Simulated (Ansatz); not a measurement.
# 1T-PbO2 monolayer in a perpendicular field, part 3 of 3

Wanted: the out-of-plane response of the 1T-PbO2 monolayer. A positive field points along +c.

Ansatz 0.2.0; plane-wave DFT, PBE-D3(BJ), Ansatz PAW (set soft_1); PAW set soft_1.

So far. Step 3 (Atoms held, field 0): The gap is 1.33 eV, with the valence edge 8.12 eV and the conduction edge 6.79 eV under the upper vacuum level. Spin-orbit coupling, left out in this run, matters for the bands of elements this heavy. Step 4 (Single point, field 0.1 V/Å): The dipole is 0.0176 e·Å, and the gap 1.332 eV.

## Step 5: Atoms held, field -0.1 V/Å

input.yaml

```yaml
crystal:
  lattice:
    - [3.3984073762, 0.0, 0.0]
    - [-1.6992036881, 2.9431071202, 0.0]
    - [0.0, 0.0, 20.1344642928]
  atoms:
    - { symbol: O, position: [0.6666666667, 0.3333333333, 0.4469947583] }
    - { symbol: Pb, position: [0.0, 0.0, 0.5] }
    - { symbol: O, position: [0.3333333333, 0.6666666667, 0.5530052417] }
kpoints:
  mp_grid: { grid: [18, 18, 1] }
  band_path:
    path: [[0, 0, 0], [0.5, 0, 0], [0.33333333, 0.33333333, 0], [0, 0, 0]]
    npoints: 16
hamiltonian:
  xc: pbe
  dispersion: d3bj
  pseudopotentials: { kind: paw, azcp: { folder: soft_1 } }
scf:
  occupations: { method: fermi_dirac, width: 0.02585 }
  convergence: { dr2_threshold: 1.0e-10 }
efield:
  axis: 3
  dipole_correction: true
  ramp_position: 0.9185
  ramp_width: 0.1629
  amplitude: -0.1
output:
  write_potential: true
  write_density: true
  volumetric_format: npy
```

Command:

```sh
ansatz run input.yaml --threads 2 --pin off --max-ram 3072MiB --backend cpu --events-out ev --progress --plain --runs-dir out
```

Numbers of over 12 decimals in the logs are rounded to 6 here.

Log:

```text
[...]
Crystal: 3 atoms, lattice volume = 201.382 Å³
Basis set: ecut = 420 eV, 3931 PW (Γ)
Bands: 17, of which v1, the nominal top of the filled ones, is band 13 counted from 1 (12 counted from 0)
Symmetry: 6 space group operations
k-points: 37 of 324 (time reversal used)
[...]
--- Band table (eV; the first three rows and the last of 37) ---
  k-point 0: bands = [... 9 lower, -5.9109, -5.3016, -5.0835, -5.0835, -3.4331, 0.4505, 2.7678, 3.3893]
  k-point 1: bands = [... 9 lower, -5.9554, -5.3494, -5.0925, -5.0778, -3.3186, 0.5601, 2.8145, 3.4354]
  k-point 2: bands = [... 9 lower, -6.0820, -5.4674, -5.0993, -5.0616, -3.0199, 0.8546, 2.9480, 3.5546]
  k-point 36: bands = [... 9 lower, -7.6836, -6.9875, -4.8613, -4.8482, -0.9418, 4.1948, 4.4295, 4.4297]
[key lines of the parts left out:]
SCF converged after 12 iterations
Free energy (F): -13041.193024 eV
Fermi energy:    -4.042554 eV
Dipole field:    D = -0.015808 V/Å  (p = -0.017593 e·Å, saw-weighted, corrected)
```

Elapsed: 12 s, on 2 threads of Arm Neoverse V1, shared host; peak memory 0.42 GiB.

The dipole is -0.0176 e·Å, and the gap 1.332 eV.

## Step 6: Response, atoms held

This step: plane-wave DFT, PBE-D3(BJ), Ansatz PAW (set soft_1); response to a field along the normal, atoms held; PAW set soft_1 (Ansatz 0.2.0).

The dipoles give the slope, and the difference of two potentials shows where the field is screened.

Numbers from this step:

| Property | Result |
| --- | --- |
| equivalent conductor thickness p/(ε₀AE) | 3.183 Å |
| distance between the outer atoms | 2.134 Å |

Dipole of the cell against applied field:

```
applied field (V/Å)  dipole of the cell (e·Å)
            -0.1000                   -0.0176
             0.0000                    1.2e-7
             0.1000                    0.0176
```

Local field over the applied field, running mean. From the potentials at -0.1 and 0.1 V/Å; running mean over 2.5 Å. Table of local field over applied field by z:

z (Å), local field over applied field and a bar from the least value:
```
      4.5      1.000 ##############################
      5.0      0.999 ##############################
      5.5      0.998 ##############################
      6.0      0.992 ##############################
      6.5      0.972 #############################
      7.0      0.921 ###########################
      7.5      0.813 #######################
      8.0      0.665 ##################
      8.5      0.491 ############
      9.0      0.323 ######
      9.5      0.191 ##
     10.0      0.140 
     10.5      0.168 #
     11.0      0.282 #####
     11.5      0.444 ###########
     12.0      0.619 #################
     12.5      0.776 ######################
     13.0      0.897 ##########################
     13.5      0.963 #############################
     14.0      0.988 ##############################
     14.5      0.997 ##############################
     15.0      0.999 ##############################
     15.5      1.000 ##############################
     16.0      1.000 ##############################
```

Electrons, planar mean, per unit field. Table of induced electron density by z:

z (Å), induced electron density (e/Å³ per V/Å) and a bar from the least value:
```
     4.03    0.00000 ###############
     4.47    0.00000 ###############
     4.92    0.00000 ###############
     5.22    0.00000 ###############
     5.67    0.00001 ###############
     6.11    0.00004 ###############
     6.56    0.00013 ################
     7.01    0.00038 #################
     7.31    0.00073 ##################
     7.76    0.00178 #######################
     8.20    0.00334 ##############################
     8.65    0.00252 ##########################
     9.10    0.00212 #########################
     9.40    0.00162 ######################
     9.84    0.00000 ###############
    10.29    0.00000 ###############
    10.74   -0.00162 ########
    11.04   -0.00212 #####
    11.48   -0.00252 ####
    11.93   -0.00334 
    12.38   -0.00178 #######
    12.83   -0.00073 ############
    13.12   -0.00038 #############
    13.57   -0.00013 ##############
    14.02   -0.00004 ###############
    14.47   -0.00001 ###############
    14.91    0.00000 ###############
    15.21    0.00000 ###############
    15.66    0.00000 ###############
    16.11    0.00000 ###############
```

The smaller of the gaps on the path and on the k-mesh, counted as 0 under 0.03 eV. The gap stays at 1.33 eV for applied field from -0.1 to 0.1 V/Å.

By hand: between -0.1 and 0.1 V/Å the dipole changes by 0.03519 e·Å, a slope of 0.1759 e·Å²/V. A perfect conductor of thickness t has p = ε₀AEt, so t = 180.95 × 0.1759 / 10.002 = 3.18 Å (e/ε₀ = 180.95 V·Å, A in Å²).

The induced dipole is that of a conductor 3.18 Å thick.

## Step 7: What came out

```yaml
gap_without_field: 1.33 eV
ionisation_energy_upper_face: 8.12 eV
electron_affinity_upper_face: 6.79 eV
equivalent_conductor_thickness_atoms_held: 3.18 Å
```

What this shows: The induced dipole equals that of a perfect conductor 3.18 Å thick, while the outer atoms lie 2.13 Å apart; an out-of-plane ε follows only once a thickness t is chosen, by 1 − 1/ε = 3.18 Å / t. The gap stays within 0.01 eV of 1.33 eV over the fields run, up to 0.1 V/Å in size. Semilocal functionals give gaps that are too small, and excitons are not included. Spin-orbit coupling is left out, which matters for the bands of elements this heavy.

[Logs are printed without paths, hosts, clocks, repeated set-up lines and the standing remarks that a program may print on its own settings, such as how far it seeks lower states.]

[Hosts, paths, dates, database ids (printed as entryN), source tags and the programs' standing remarks are cut or masked in the printed files.]

[Maps of the electrostatic potential energy from Ansatz leave out the sawtooth potential of an applied field or a dipole correction, so their vacuum need not be flat; planar profiles and work functions include it.]
